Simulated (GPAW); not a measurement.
# Dielectric function and optical constants of Ba3TiO (model structure), part 2 of 2

Aim: the dielectric function of Ba3TiO (model structure), and the optical constants that follow from it. The structure is a model built here, which may or may not match a known phase. It was built so: All Sn replaced by Ti and Sr replaced by Ba in the Pm-3m structure of Sr3SnO. The cell given below was relaxed beforehand with Ansatz.

GPAW 26.7.0; DFT, PBE, plane-wave PAW (GPAW data sets), scalar-relativistic, RPA, optical limit.

So far. Step 2 (Ground state): There are states at the Fermi level within the smearing, so the occupations stay smeared and the carriers get a Drude term.

**4. Dielectric function, RPA**

Transitions between filled and empty bands, summed over the zone, give the optical response, so mesh, band count and broadening shape it.

The induced potential is part of this response.

This step: DFT, PBE, plane-wave PAW (GPAW data sets), scalar-relativistic, RPA, optical limit (GPAW 26.7.0).

Input file df.py:

```python
from gpaw.response.df import DielectricFunction

df = DielectricFunction('full.gpw', frequencies={'type': 'nonlinear', 'domega0': 0.03, 'omega2': 8},
                        ecut=50,
                        eta=0.15,
                        nbands=48,
                        rate=0.05,
                        txt='df.txt')
for direction in ['x']:
    df.get_dielectric_function(xc='RPA', direction=direction, filename=f'df_{direction}.csv')
```

Launch:

```
$ OMP_NUM_THREADS=1 python df.py
```

Numbers of over 12 decimals in the logs are rounded to 6 here.

The program printed:

```text
Using integrator: PointIntegrator
NonLinearFrequencyDescriptor(from 0.000 to 67.765 eV, 502 points)
Nonperiodic BCs:  [False False False]
Using integrator: PointIntegrator
NonLinearFrequencyDescriptor(from 0.000 to 67.765 eV, 502 points)
Nonperiodic BCs:  [False False False]
Using integrator: PointIntegrator

Calculating chi0 body with:
    Ground state adapter containing:
    Number of spins: 1
    Number of kpoints: 216
    Number of irreducible kpoints: 20
    Number of completely occupied states: 21
    Number of partially occupied states: 29

    Linear response parametrization:
    q_c: [0.0, 0.0, 0.0]
    Number of frequency points: 502
    Planewave cutoff: 50.0
    Number of bands: 48
    Number of planewaves: 123
    Broadening (eta): 0.15

Integrating chi0 body.

Symmetries of q_c:
    Direct symmetries (Uq -> q): 48
    Indirect symmetries (TUq -> q): 0
In total 48 allowed symmetries.

20 groups of equivalent kpoints. 90.740741% reduction.

Integral kind: spectral function

Calculating chi0 optical extensions with:
    Ground state adapter containing:
    Number of spins: 1
    Number of kpoints: 216
    Number of irreducible kpoints: 20
    Number of completely occupied states: 21
    Number of partially occupied states: 29

    Linear response parametrization:
    Number of frequency points: 502
    Planewave cutoff: 50.0
    Number of bands: 48
    Number of planewaves: 123
    Broadening (eta): 0.15
Integrating chi0 head and wings.

Symmetries of q_c:
    Direct symmetries (Uq -> q): 48
    Indirect symmetries (TUq -> q): 0
In total 48 allowed symmetries.

20 groups of equivalent kpoints. 90.740741% reduction.

Integral kind: spectral function wings

Calculating drude chi0 with:
    Number of frequency points:502
    Plasma frequency decay rate: 0.05 eV

    Ground state adapter containing:
    Number of spins: 1
    Number of kpoints: 216
    Number of irreducible kpoints: 20
    Number of completely occupied states: 21
    Number of partially occupied states: 29

Symmetries of q_c:
    Direct symmetries (Uq -> q): 48
    Indirect symmetries (TUq -> q): 0
In total 48 allowed symmetries.

20 groups of equivalent kpoints. 90.740741% reduction.

Integral kind: intraband
Plasma frequency:
[[2.39+0.j 0.  -0.j 0.  +0.j]
 [0.  +0.j 2.39+0.j 0.  +0.j]
 [0.  +0.j 0.  +0.j 2.39+0.j]]
```

Wall time 49 s (1 thread of Arm Neoverse N1, shared host); peak memory 0.66 GiB.

Some rows of df_x.csv (energy; Re and Im without local fields; Re and Im with them):

```text
0.000000, 2461.415467, 0.000000, 2456.263439, 0.000000
0.366838, -13.030091, 79.024809, -17.085305, 73.006384
0.747880, -13.341239, 39.504465, -9.588129, 36.328932
1.143969, -9.075637, 24.438425, -5.128376, 24.865080
1.556014, -8.965021, 13.697198, -10.061088, 16.003848
1.984998, -4.973939, 7.721436, -6.468122, 7.652862
2.431988, -3.147454, 7.551186, -3.584328, 7.031437
2.898142, -2.819529, 4.343135, -3.013285, 4.221708
3.384719, -1.099519, 3.769890, -1.331115, 3.511068
3.893091, -0.591865, 2.920069, -0.822282, 2.696349
4.424758, -0.040153, 2.593431, -0.192485, 2.313357
4.981356, -0.057230, 2.910251, 0.169894, 2.821769
5.564682, 0.133235, 2.217368, 0.029038, 2.429391
6.176709, 0.361589, 2.138642, 0.005028, 2.071200
6.819608, -0.192028, 1.940607, -0.341748, 1.871475
7.495775, -0.161481, 1.913163, -0.288158, 1.904799
8.207861, -0.258744, 1.584103, -0.384478, 1.613058
8.958808, 0.081693, 0.852554, -0.159898, 0.855135
9.751884, 0.248417, 0.609389, 0.009056, 0.714839
```

Sum at mesh points, not converged in k. Table of Im ε, E ∥ x by photon energy; read off at these points:

photon energy (eV), Im ε, E ∥ x and a bar:
```
     0.50       58.0 ##############################
     0.75       36.2 ###################
     1.00       27.2 ##############
     1.25       24.8 #############
     1.50       17.2 #########
     1.75       10.7 #####
     2.00        7.5 ####
     2.25        6.6 ###
     2.50        6.7 ###
     2.75        4.9 ##
     3.00        3.9 ##
     3.25        3.4 #
     3.50        3.5 ##
     3.75        3.0 #
     4.00        2.8 #
     4.25        2.5 #
     4.50        2.3 #
     4.75        2.5 #
     5.00        2.8 #
     5.25        2.6 #
     5.50        2.4 #
     5.75        2.5 #
     6.00        2.2 #
     6.25        2.1 #
     6.50        2.3 #
     6.75        2.1 #
     7.00        1.7 #
     7.25        2.0 #
     7.50        1.9 #
     7.75        1.5 
     8.00        1.8 #
     8.25        1.6 
     8.50        1.3 
     8.75        0.9 
     9.00        0.8 
     9.25        0.9 
     9.50        0.8 
     9.75        0.7 
    10.00        0.6
```

Values under 1 per cm are given as 1; sum at mesh points, not converged in k. Table of absorption coefficient, E ∥ x by photon energy:

```csv
photon energy (eV),"absorption coefficient, E ∥ x (1/cm)"
0.4922,2.9e5
0.7479,3.7e5
1.0102,4.2e5
1.2454,5.1e5
1.4862,5.9e5
1.7326,6.0e5
1.9850,5.8e5
2.2435,5.4e5
2.5083,6.1e5
2.7405,6.1e5
3.0178,5.8e5
3.2611,5.4e5
3.5097,5.6e5
3.7639,5.7e5
3.9800,5.3e5
4.2448,5.6e5
4.5157,5.0e5
4.7463,5.1e5
4.9814,5.8e5
5.2696,6.3e5
5.5150,6.1e5
5.7654,6.6e5
6.0209,6.5e5
6.2291,6.3e5
6.4942,7.0e5
6.7648,7.5e5
6.9854,6.4e5
7.2665,7.3e5
7.4958,8.0e5
7.7290,7.1e5
8.0263,8.1e5
8.2689,8.3e5
8.5159,8.2e5
8.7673,7.2e5
9.0232,6.4e5
9.2183,6.1e5
9.4826,6.2e5
9.7519,5.9e5
10.0262,5.3e5
```

Sum at mesh points, not converged in k. Table of Im ε, E ∥ x by photon energy; read off at these points:

```csv
photon energy (eV),without local fields,with local fields
0.500,65.4,58.0
0.750,39.3,36.2
1.000,28.0,27.2
1.250,22.3,24.8
1.500,14.4,17.2
1.750,9.51,10.7
2.000,7.61,7.51
2.250,7.18,6.62
2.394,7.61,7.04
2.500,7.16,6.68
2.750,5.24,4.92
3.000,4.03,3.90
3.250,3.59,3.38
3.500,3.76,3.51
3.750,3.13,2.97
4.000,3.13,2.85
4.250,2.64,2.48
4.500,2.63,2.34
4.750,2.84,2.55
5.000,2.90,2.83
5.250,2.45,2.62
5.500,2.22,2.42
5.750,2.24,2.47
6.000,2.15,2.19
6.250,2.17,2.07
6.500,2.51,2.30
6.750,2.16,2.08
7.000,1.73,1.65
7.250,2.14,2.04
7.500,1.90,1.90
7.750,1.55,1.50
8.000,1.88,1.83
8.250,1.54,1.57
8.500,1.24,1.29
8.750,0.902,0.929
9.000,0.841,0.841
9.250,0.872,0.867
9.500,0.780,0.801
9.750,0.611,0.716
10.000,0.535,0.624
```

Sum at mesh points, not converged in k. Table of reflectivity at normal incidence, E ∥ x by photon energy; read off at these points:

```csv
photon energy (eV),"reflectivity at normal incidence, E ∥ x (%)"
0.500,71.4
0.750,67.5
1.000,62.5
1.250,62.4
1.500,65.0
1.662,66.2
1.750,65.2
2.000,60.6
2.250,50.8
2.500,51.9
2.750,51.7
3.000,47.3
3.250,39.7
3.500,36.3
3.750,36.2
4.000,28.8
4.250,29.9
4.500,22.2
4.750,19.7
5.000,22.1
5.250,24.8
5.500,21.5
5.750,22.2
6.000,21.8
6.250,19.1
6.500,20.8
6.750,24.6
7.000,18.1
7.250,18.8
7.500,23.6
7.554,24.0
7.750,19.7
8.000,20.1
8.250,25.1
8.500,26.9
8.704,29.4
8.750,28.3
9.000,21.6
9.250,17.3
9.500,17.9
9.750,17.5
10.000,16.2
```

Sum at mesh points, not converged in k. Loss function −Im 1/ε at q → 0, E ∥ x against energy loss; read off at these points:

```csv
energy loss (eV),"loss function −Im 1/ε at q → 0, E ∥ x"
0.5,0.0168
1.0,0.0352
1.5,0.0432
2.0,0.0784
2.5,0.111
3.0,0.177
3.5,0.251
4.0,0.337
4.5,0.428
5.0,0.352
5.5,0.413
6.0,0.456
6.5,0.436
7.0,0.604
7.5,0.515
8.0,0.546
8.5,0.693
9.0,1.16
9.5,1.25
10.0,1.59
```

From ε follow the optical constants at some laser and lamp lines:

```csv
wavelength (nm),n,k,R (%),1/α
1550,3.57,4.656,66.4,26 nm
633,1.36,2.934,61.7,17 nm
450,1.12,2.186,51.7,16 nm
365,1.10,1.594,36.6,18 nm
308,1.09,1.329,28.9,18 nm
248,1.22,1.158,22.1,17 nm
193,1.09,1.033,19.8,15 nm
```

A polished face would reflect 53 % of daylight and look faintly pink-red (CIE x = 0.327, y = 0.328 under D65).

**5. Summary of results**

What this shows: At this level (PBE, RPA) Ba3TiO is a metal. The mesh is too coarse to trust the carriers' weight, the reflectivity or the colour to better than tens of per cent. A polished face would reflect 53 % of daylight and look faintly pink-red (CIE x = 0.327, y = 0.328 under D65). The carriers' damping of 0.05 eV is typed, not computed; it shapes the response at the lowest energies. The run has no spin polarisation; magnetic order or correlation, untested here, could change the spectrum. Spin-orbit coupling is left out although heavy atoms are present. The curves end at 10 eV, about where the summed bands run out. In this version of GPAW the matrix elements of the optical limit are incomplete, which can lower ε − 1 by up to a tenth where first-row anions or d states rule, and shift it by more in d metals. GPAW's carrier term has the form −ωp²/(ω + i·rate)², which damps like twice the rate and fails at low energy, so the curves leave the lowest energies out. The sum runs over mesh points 0.19 Å⁻¹ apart with no interpolation, so peaks are partly noise of the mesh, and the Drude plasma energy, a sum over the Fermi surface, isn't converged.

[Machine, clock and banner lines and Python warnings are left out of the logs.]

[Logs are printed without paths, hosts, clocks, repeated set-up lines and the standing remarks that a program may print on its own settings, such as how far it seeks lower states.]

[Hosts, paths, dates, database ids (printed as entryN), source tags and the programs' standing remarks are cut or masked in the printed files.]
